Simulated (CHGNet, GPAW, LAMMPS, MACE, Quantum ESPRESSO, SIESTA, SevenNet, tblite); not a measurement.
## Amorphous Zn25Hg15S40 (80 atoms) in GPAW

Aim: run amorphous Zn25Hg15S40 (80 atoms) in GPAW and see how near its forces come to a plane-wave reference, and at what cost.

Main program and level: GPAW 26.7.0; the method is named at each step.

## Step 1: Set-up

The cell holds 80 atoms: 25 Zn, 15 Hg and 40 S. Cell: a = 12.129 Å, b = 12.129 Å, c = 12.129 Å, α = 90.0°, β = 90.0°, γ = 90.0°. 80 atoms (25 Zn, 15 Hg, 40 S) placed at random at 5.51 g/cm³, melted at 2500 K for 10 ps at fixed volume with the Stillinger-Weber II-VI potential (Zhou et al., Phys. Rev. B 88, 085309 (2013)). Quenched from 2500 K to 300 K at 3 K/ps and fixed volume, held 5 ps, then minimised at fixed cell.

The yardstick, on the same geometry:

| Property | Result |
| --- | --- |
| method | Kohn-Sham DFT, PBE, SSSP efficiency 1.3.0 pseudopotentials, plane waves (Quantum ESPRESSO 7.5); sssp-pbe-1.3.0-efficiency, cutoffs 55/440 Ry, Γ point |
| r.m.s. force component | 0.3827 eV/Å |
| longest force | 1.455 eV/Å |
| pressure | -0.7577 GPa |
| time | 14 min on 4 MPI ranks of Arm Neoverse V2, shared host |
| CPU time | 56 min |

## Step 2: PBE, LCAO dzp, h 0.2 Å

Method: Kohn-Sham DFT, PBE, PAW, atomic orbitals (dzp).

Input file run.py:

```python
import numpy as np
from ase.io import read
from gpaw import GPAW, FermiDirac

atoms = read("structure.xyz")
atoms.calc = GPAW(
    mode="lcao",
    basis="dzp",
    h=0.2,
    xc="PBE",
    kpts={"size": (1, 1, 1), "gamma": True},
    occupations=FermiDirac(0.05),
    maxiter=200,
    symmetry={"point_group": False},
    txt="gpaw.txt",
)
energy = atoms.get_potential_energy(force_consistent=True)
forces = atoms.get_forces()
print(f"energy {energy:.6f} eV")
print("forces (eV/A)")
for i, (a, f) in enumerate(zip(atoms, forces)):
    print(f"{i:4d} {a.symbol:2s} {f[0]:10.5f} {f[1]:10.5f} {f[2]:10.5f}")
print(f"Fermi level {atoms.calc.get_fermi_level():.4f} eV")
for k in range(len(atoms.calc.get_ibz_k_points())):
    for s in range(atoms.calc.get_number_of_spins()):
        e = atoms.calc.get_eigenvalues(kpt=k, spin=s)
        n = np.searchsorted(e, atoms.calc.get_fermi_level())
        print(f"k {k} spin {s} levels about the Fermi level:", np.round(e[max(n - 6, 0):n], 4).tolist(), "|", np.round(e[n:n + 6], 4).tolist())
```

Input file structure.xyz:

```xyz
80
Lattice="12.12880 0.00000 0.00000 0.00000 12.12880 0.00000 0.00000 0.00000 12.12880" Properties=species:S:1:pos:R:3 pbc="T T T"
Zn 6.15100 9.94659 2.61024
Zn 9.43560 2.28834 8.97919
Zn 2.51479 4.76334 12.00496
Zn 0.97382 2.03606 10.79403
Zn 4.39293 10.46521 9.57314
Zn 4.56540 6.30479 9.17762
Zn 7.30408 4.50306 6.30115
Zn 4.38444 2.36633 9.47866
Zn 10.52865 7.33053 7.95213
Zn 10.82423 5.22218 11.07068
Zn 4.03149 0.76703 0.64331
Zn 9.55519 7.80986 4.36382
Zn 3.70050 12.05494 4.05793
Zn 1.12119 9.82396 7.09984
Zn 1.27716 4.74551 8.47160
Zn 1.31306 8.06589 10.49954
Zn 6.77903 1.99300 3.32014
Zn 0.87825 1.76620 2.51430
Zn 0.18933 10.44083 3.62469
Zn 9.63403 4.40057 2.56148
Zn 6.82585 8.37433 6.81347
Zn 0.34955 7.15866 1.77493
Zn 1.46079 1.09935 6.72724
Zn 10.90221 10.80482 9.89116
Zn 8.85245 7.73830 0.99214
Hg 7.59214 11.52721 11.11981
Hg 2.48859 10.69251 0.50905
Hg 0.55138 5.35778 4.67541
Hg 9.43233 11.50562 3.01182
Hg 6.99165 8.18633 10.38686
Hg 3.25622 4.12610 3.05888
Hg 9.72997 1.28699 0.39855
Hg 3.89140 3.48727 6.23990
Hg 10.65539 1.87123 5.26257
Hg 6.33487 6.33038 3.38491
Hg 3.26046 8.04709 3.89298
Hg 4.44605 8.00501 0.65956
Hg 9.66471 10.99621 6.53451
Hg 6.73076 0.41735 6.86684
Hg 6.63081 4.28850 0.03166
S 5.97246 2.70436 7.66819
S 6.56095 10.06181 8.53673
S 4.43041 4.44593 10.66413
S 1.82017 7.83096 5.98265
S 2.64650 6.37951 1.72180
S 11.64862 5.44207 7.04429
S 2.46639 10.31203 3.06398
S 12.05554 11.47579 5.75172
S 9.14924 8.54607 6.49449
S 9.47684 9.38599 11.40568
S 9.02977 12.01940 8.86943
S 2.25462 2.44856 0.67303
S 3.72318 8.26954 10.34793
S 6.65908 6.26562 7.91392
S 11.54031 3.40953 3.48363
S 4.67674 11.20362 5.99745
[... 20 atom lines left out ...]
S 7.75164 3.94477 9.83658
S 3.15130 5.66451 7.41725
S 0.84768 11.84608 10.71337
S 10.48486 6.02316 1.10518
```

Run with:

```sh
OMP_NUM_THREADS=1 python run.py > output.txt
```

Output:

```text
energy -198.335105 eV
forces (eV/A)
   0 Zn    0.03941   -0.20814    0.56353
   1 Zn   -0.45510    0.49963   -0.05072
   2 Zn    0.16686    0.08933   -0.29283
   3 Zn   -0.28818   -0.52987   -0.23349
   4 Zn    0.13692   -0.04639   -0.59798
   5 Zn    0.31629   -0.22443   -0.60687
   6 Zn    0.23737    0.23142    0.35246
   7 Zn    0.29460    0.08832   -0.18080
   8 Zn    0.09073   -0.26071    0.26147
   9 Zn   -0.48654    0.25699   -0.31972
  10 Zn    0.24681   -0.03612   -0.24918
  11 Zn    0.21101   -0.47035   -0.01669
  12 Zn    0.17578   -0.22581    0.60680
  13 Zn    0.56292   -0.43618    0.17584
  14 Zn    0.10686    0.18401   -0.23463
  15 Zn   -0.40440    0.37491    0.56264
  16 Zn   -0.02113    0.25069    0.00070
  17 Zn   -0.47124   -0.07396   -0.03267
  18 Zn    0.22172   -0.34868   -0.41831
  19 Zn   -0.25070    0.24635    0.06855
  20 Zn   -0.41963   -0.38495    0.42744
  21 Zn   -0.17436    0.62586   -0.42098
  22 Zn    0.65878   -0.22604    0.37834
  23 Zn    0.21650   -0.20179    0.29197
[...]
72 S    -0.08616    0.08214   -0.39361
  73 S    -0.21716    0.12682    0.20551
  74 S    -0.40229    0.55822   -0.02271
  75 S     0.11725    0.04948   -0.49152
  76 S     0.50691   -0.07671   -0.30934
  77 S    -0.09727    0.23941   -0.34453
  78 S    -0.04880   -0.25458   -0.52466
  79 S    -0.15199   -0.12099    0.23056
Fermi level 4.4710 eV
k 0 spin 0 levels about the Fermi level: [3.9024, 3.9737, 4.1778, 4.3695, 4.4158, 4.44] | [4.4723, 4.5443, 4.6447, 4.7349, 4.7966, 4.9828]
```

gpaw.txt:

```text
Input parameters:
  mode=LCAO(),
  basis={'default': 'dzp'},
  h=0.2,
  kpts=MonkhorstPack(size=(1, 1, 1), gamma=True),
  maxiter=200,
  occupations=Occupations(name='fermi-dirac', width=0.05, fixmagmom=False),
  symmetry=Symmetry(point_group=False),
  xc=XC(name='PBE')
Unit cell  # Å
| periodic |         x |         y |         z |   lengths |    angles |
|----------|-----------|-----------|-----------|-----------|-----------|
|      yes | 12.128800 |  0.000000 |  0.000000 | 12.128800 | 90.000000 |
|      yes |  0.000000 | 12.128800 |  0.000000 | 12.128800 | 90.000000 |
|      yes |  0.000000 |  0.000000 | 12.128800 | 12.128800 | 90.000000 |
Number of symmetries: 1
Symmetry operations  # r_c * U_cc + t_c -> r_c
|   | kind |            matrix            |
|---|------|------------------------------|
| 0 |  E   |  1, 0, 0,  0, 1, 0,  0, 0, 1 |
BZ-sampling:
  Number of BZ points: 1
  Number of IBZ points: 1
  Monkhorst-Pack size: [1, 1, 1]
  Monkhorst-Pack shift: [0, 0, 0]
[... lines left out ...]
  Fermi-Dirac:
[... lines left out ...]
    Stencil: 6*3+1=19 point O(h^6) finite-difference Laplacian
xc functional:
  name: PBE with 2 nearest neighbor stencil
interpolation: tri-quintic # 5. degree polynomial
Initialization done in: 11.867 s
convergence criteria:
- Maximum [total energy] change in last 3 cyles: 0.0005 eV / valence electron
- Maximum integral of absolute [dens]ity change: 0.0001 electrons / valence electron
- Maximum integral of absolute [eigenst]ate change: 4e-08 eV^2 / valence electron
maximum number of iterations: 200
SCF iterations
|iter     |      energy | eigst |  dens |
|---------|-------------|-------|-------|
|iter:   1| -214.933548 |      c|       |
|iter:   2| -208.826066 |      c| -1.29 |
|iter:   3| -202.430357 |      c| -1.34 |
|iter:   4| -205.986540 |      c| -1.56 |
[...]
|iter:   8| -198.920407c|      c| -2.01 |
|iter:   9| -198.369712 |      c| -2.12 |
|iter:  10| -198.212661 |      c| -2.40 |
|iter:  11| -198.223056c|      c| -2.79 |
|iter:  12| -198.197327c|      c| -2.81 |
[...]
|iter:  17| -198.188264c|      c| -3.84 |
|iter:  18| -198.188071c|      c| -3.96 |
|iter:  19| -198.188008c|      c| -4.32c|
Converged in 19 steps
SCF loop duration: 285.537 s (15.028 s/step)
Energy contributions relative to reference atoms: (reference = -9653174.643137)
Energy contributions:
  Kinetic:         453.525006
  Coulomb:        -376.681228
  Zero:              4.531236
  External:          0.000000
  Xc:             -279.415926
  Entropy:          -0.294193
  Spinorbit:         0.000000
  ----------------------------
  Free energy:    -198.335105
  Extrapolated:   -198.188008
dipole moment: (44.514906, 82.513616, -114.022236)  # |e|*Ang
Fermi level: 4.471
Eigenvalues  # (at kpt = [0.000, 0.000, 0.000])
| band index |      eig [eV] | occ [0-2] |
|------------|---------------|-----------|
|          0 |       -59.242 |     2.000 |
|        ... |               |           |
|        397 |         3.724 |     2.000 |
|        398 |         3.780 |     2.000 |
[...]
|        412 |         5.250 |     0.000 |
|        ... |               |           |
|        489 |        10.456 |     0.000 |
Gap: 0.032 eV
Transition (v -> c):
  (s=0, k=0, n=404, [0.00, 0.00, 0.00]) -> (s=0, k=0, n=405, [0.00, 0.00, 0.00])
No difference between direct/indirect transitions
Force computation time: 37.968  # s
timing:  # [seconds]
  Total:  335.400  # ━━━━━━━━━━━━━━━━━━━━━━━━━━━━━━━━━━━━━━━━━━━━━━━━━━━━━━━━
  Init:    11.866  # ━━
  SCF:    285.537  # ━━━━━━━━━━━━━━━━━━━━━━━━━━━━━━━━━━━━━━━━━━━━━━━╸
  Forces:  37.968  # ━━━━━━╸
```

It took 5.6 min on 1 thread of Arm Neoverse V2, shared host; peak memory 1.9 GiB.

Banners, paths, timers and routine set-up lines are dropped from the logs unmarked, and long logs keep their key lines alone; longer cuts are marked.

Compared with the plane-wave run:

| Property | Result |
| --- | --- |
| r.m.s. force component | 0.3923 eV/Å |
| r.m.s. difference of force components | 57.5 meV/Å |
| longest difference of force vectors | 198.5 meV/Å |
| force difference over r.m.s. force | 15.03 % |
| slope of forces against the reference's | 1.014 |
| correlation of force components | 0.9893 |

Length of the force difference by element (eV/Å):

```tsv
element	atoms	mean	most
Hg	15	0.10	0.18
S	40	0.11	0.20
Zn	25	0.033	0.073
```

A closer look about S56, which has 2 bonded neighbours where the commonest count for S is 4: 9 atoms, nearest first, numbered in the order of the input, with positions taken from that point.

```tsv
atom	x	y	z	distance (Å)	bonds	Fx	Fy	Fz (eV/Å)
S56	0.00	0.00	0.00	0.00	2	-0.40	-0.18	0.56
Zn13	-0.98	0.85	-1.94	2.33	4	0.18	-0.23	0.61
Hg39	2.05	1.34	0.87	2.60	5	-0.85	-0.21	0.09
S76	-2.05	0.12	2.18	3.00	3	0.12	0.05	-0.49
S72	0.96	-2.55	-1.33	3.03	4	0.23	-0.34	-0.47
S42	1.88	-1.14	2.54	3.36	5	-0.95	-0.71	0.29
Zn21	2.15	-2.83	0.82	3.65	4	-0.42	-0.38	0.43
Zn5	-0.28	-0.74	3.58	3.66	4	0.14	-0.05	-0.60
S73	0.77	1.11	-3.49	3.74	4	-0.09	0.08	-0.39
```

Atoms are counted from 1 here, from 0 in the log.

Forces lie 15 % from the reference's, at 0.100 times its CPU time (on 1 against 4 cores).

## Step 3: PBE, LCAO dzp, h 0.25 Å

Method: Kohn-Sham DFT, PBE, PAW, atomic orbitals (dzp).

Edit run.py of step 2 so:

```diff
@@ -8,3 +8,3 @@
     basis="dzp",
-    h=0.2,
+    h=0.25,
     xc="PBE",
```

structure.xyz is that of step 2.

Output:

```text
energy -191.734075 eV
forces (eV/A)
   0 Zn    0.03883   -0.20601    0.56134
   1 Zn   -0.45793    0.50535   -0.04641
   2 Zn    0.16689    0.08262   -0.28746
   3 Zn   -0.29580   -0.52789   -0.22954
   4 Zn    0.12922   -0.04957   -0.59620
   5 Zn    0.31486   -0.21460   -0.61381
[...]
77 S    -0.10441    0.16741   -0.37493
  78 S    -0.11111   -0.28741   -0.55008
  79 S    -0.17158   -0.07473    0.24288
Fermi level 4.4719 eV
k 0 spin 0 levels about the Fermi level: [3.903, 3.9744, 4.1784, 4.3701, 4.4165, 4.4409] | [4.4733, 4.5451, 4.6456, 4.7358, 4.7974, 4.9835]
```

gpaw.txt:

```text
Input parameters:
  mode=LCAO(),
  basis={'default': 'dzp'},
  h=0.25,
  kpts=MonkhorstPack(size=(1, 1, 1), gamma=True),
  maxiter=200,
  occupations=Occupations(name='fermi-dirac', width=0.05, fixmagmom=False),
[... lines left out ...]
  Fermi-Dirac:
[... lines left out ...]
convergence criteria:
- Maximum [total energy] change in last 3 cyles: 0.0005 eV / valence electron
[... lines left out ...]
Converged in 19 steps
[... lines left out ...]
  Free energy:    -191.734075
[... lines left out ...]
Fermi level: 4.472
[... lines left out ...]
|        ... |               |           |
|        489 |        10.457 |     0.000 |
Gap: 0.032 eV
Transition (v -> c):
  (s=0, k=0, n=404, [0.00, 0.00, 0.00]) -> (s=0, k=0, n=405, [0.00, 0.00, 0.00])
No difference between direct/indirect transitions
Force computation time: 22.229  # s
timing:  # [seconds]
  Total:  210.513  # ━━━━━━━━━━━━━━━━━━━━━━━━━━━━━━━━━━━━━━━━━━━━━━━━━━━━━━━━
  Init:     9.758  # ━━╸
  SCF:    178.495  # ━━━━━━━━━━━━━━━━━━━━━━━━━━━━━━━━━━━━━━━━━━━━━━━╸
  Forces:  22.229  # ━━━━━━
```

Wall time 3.5 min (1 thread); peak memory 1.1 GiB.

Against the reference:

* r.m.s. force component: 0.3946 eV/Å
* r.m.s. difference of force components: 58.12 meV/Å
* longest difference of force vectors: 206.2 meV/Å
* force difference over r.m.s. force: 15.19 %
* slope of forces against the reference's: 1.02
* correlation of force components: 0.9893
* energy less the same-level run's: 82.51 meV/atom
* r.m.s. force difference from the same-level run: 37.39 meV/Å

This is a coarse setting, run to see what it loses.

Against the first run (15 %), the force difference from the reference is 15 %, at 0.63 times the CPU time.

## Step 4: PBE, grid h 0.24 Å

Method: Kohn-Sham DFT, PBE, PAW, finite differences on a real-space grid.

Edit run.py of step 3 so:

```diff
@@ -3,2 +3,3 @@
 from gpaw import GPAW, FermiDirac
+from ase.parallel import parprint as print
 
@@ -6,5 +7,4 @@
 atoms.calc = GPAW(
-    mode="lcao",
-    basis="dzp",
-    h=0.25,
+    mode="fd",
+    h=0.24,
     xc="PBE",
@@ -14,2 +14,3 @@
     symmetry={"point_group": False},
+    nbands=492,
     txt="gpaw.txt",
```

structure.xyz is that of step 3.

Run with:

```sh
OMP_NUM_THREADS=1 mpirun -np 4 gpaw python run.py > output.txt
```

Output:

```text
energy -226.612200 eV
forces (eV/A)
   0 Zn    0.07560   -0.20358    0.56625
   1 Zn   -0.46268    0.50785   -0.05209
   2 Zn    0.15326    0.06813   -0.27459
   3 Zn   -0.30033   -0.52865   -0.22577
   4 Zn    0.13590   -0.05796   -0.63878
   5 Zn    0.31727   -0.23049   -0.59843
   6 Zn    0.25072    0.19454    0.34942
   7 Zn    0.28359    0.11255   -0.20581
   8 Zn    0.10605   -0.26275    0.27461
   9 Zn   -0.44008    0.27258   -0.31569
  10 Zn    0.23172   -0.02862   -0.23342
  11 Zn    0.20838   -0.46367   -0.05684
[...]
75 S     0.05304    0.03998   -0.67646
  76 S     0.51586   -0.12465   -0.22219
  77 S    -0.09652    0.15294   -0.39623
  78 S    -0.08636   -0.24241   -0.43910
  79 S    -0.15307   -0.07898    0.24138
Fermi level 4.4508 eV
k 0 spin 0 levels about the Fermi level: [3.9354, 4.136, 4.3515, 4.3952, 4.4226, 4.4494] | [4.5237, 4.624, 4.7169, 4.7808, 4.9882, 5.1283]
```

gpaw.txt:

```text
Input parameters:
  mode=FD(),
  h=0.24,
  kpts=MonkhorstPack(size=(1, 1, 1), gamma=True),
  maxiter=200,
  nbands=492,
  occupations=Occupations(name='fermi-dirac', width=0.05, fixmagmom=False),
  symmetry=Symmetry(point_group=False),
  xc=XC(name='PBE')
[... lines left out ...]
  Converge bands: occupied
[... lines left out ...]
  Fermi-Dirac:
[... lines left out ...]
convergence criteria:
- Maximum [total energy] change in last 3 cyles: 0.0005 eV / valence electron
[... lines left out ...]
Converged in 82 steps
[... lines left out ...]
  Free energy:    -226.612200
[... lines left out ...]
dipole moment: (44.587357, 82.489369, -113.411153)  # |e|*Ang
Fermi level: 4.451
Eigenvalues  # (at kpt = [0.000, 0.000, 0.000])
| band index |      eig [eV] | occ [0-2] |
|------------|---------------|-----------|
|          0 |       -59.371 |     2.000 |
|        ... |               |           |
|        398 |         3.747 |     2.000 |
|        399 |         3.866 |     2.000 |
[...]
|        413 |         5.412 |     0.000 |
|        ... |               |           |
|        491 |        10.407 |     0.000 |
Gap: 0.074 eV
Transition (v -> c):
  (s=0, k=0, n=405, [0.00, 0.00, 0.00]) -> (s=0, k=0, n=406, [0.00, 0.00, 0.00])
No difference between direct/indirect transitions
Force computation time: 4.894  # s
```

Wall time 19 min (4 MPI ranks); peak memory 3.3 GiB.

Numbers from this run, and their distance from the reference:

```
r.m.s. force component                  : 0.3917 eV/Å
r.m.s. difference of force components   : 28.54 meV/Å
longest difference of force vectors     : 105.9 meV/Å
force difference over r.m.s. force      : 7.457 %
slope of forces against the reference's : 1.021
correlation of force components         : 0.9976
```

This is a coarse setting, run to see what it loses.

Against the first run (15 %), the force difference from the reference is 7.5 %, at 13 times the CPU time (on 4 against 1 cores) (82 SCF steps against 19).

[end of part 1 of 2]

[Also dropped from logs without a mark: logging warnings of Python, and SIESTA's first energy breakdown and zero terms.]

[Logs are printed without paths, hosts, clocks, repeated set-up lines and the standing remarks that a program may print on its own settings, such as how far it seeks lower states.]

[Hosts, paths, dates, database ids (printed as entryN), source tags and the programs' standing remarks are cut or masked in the printed files.]
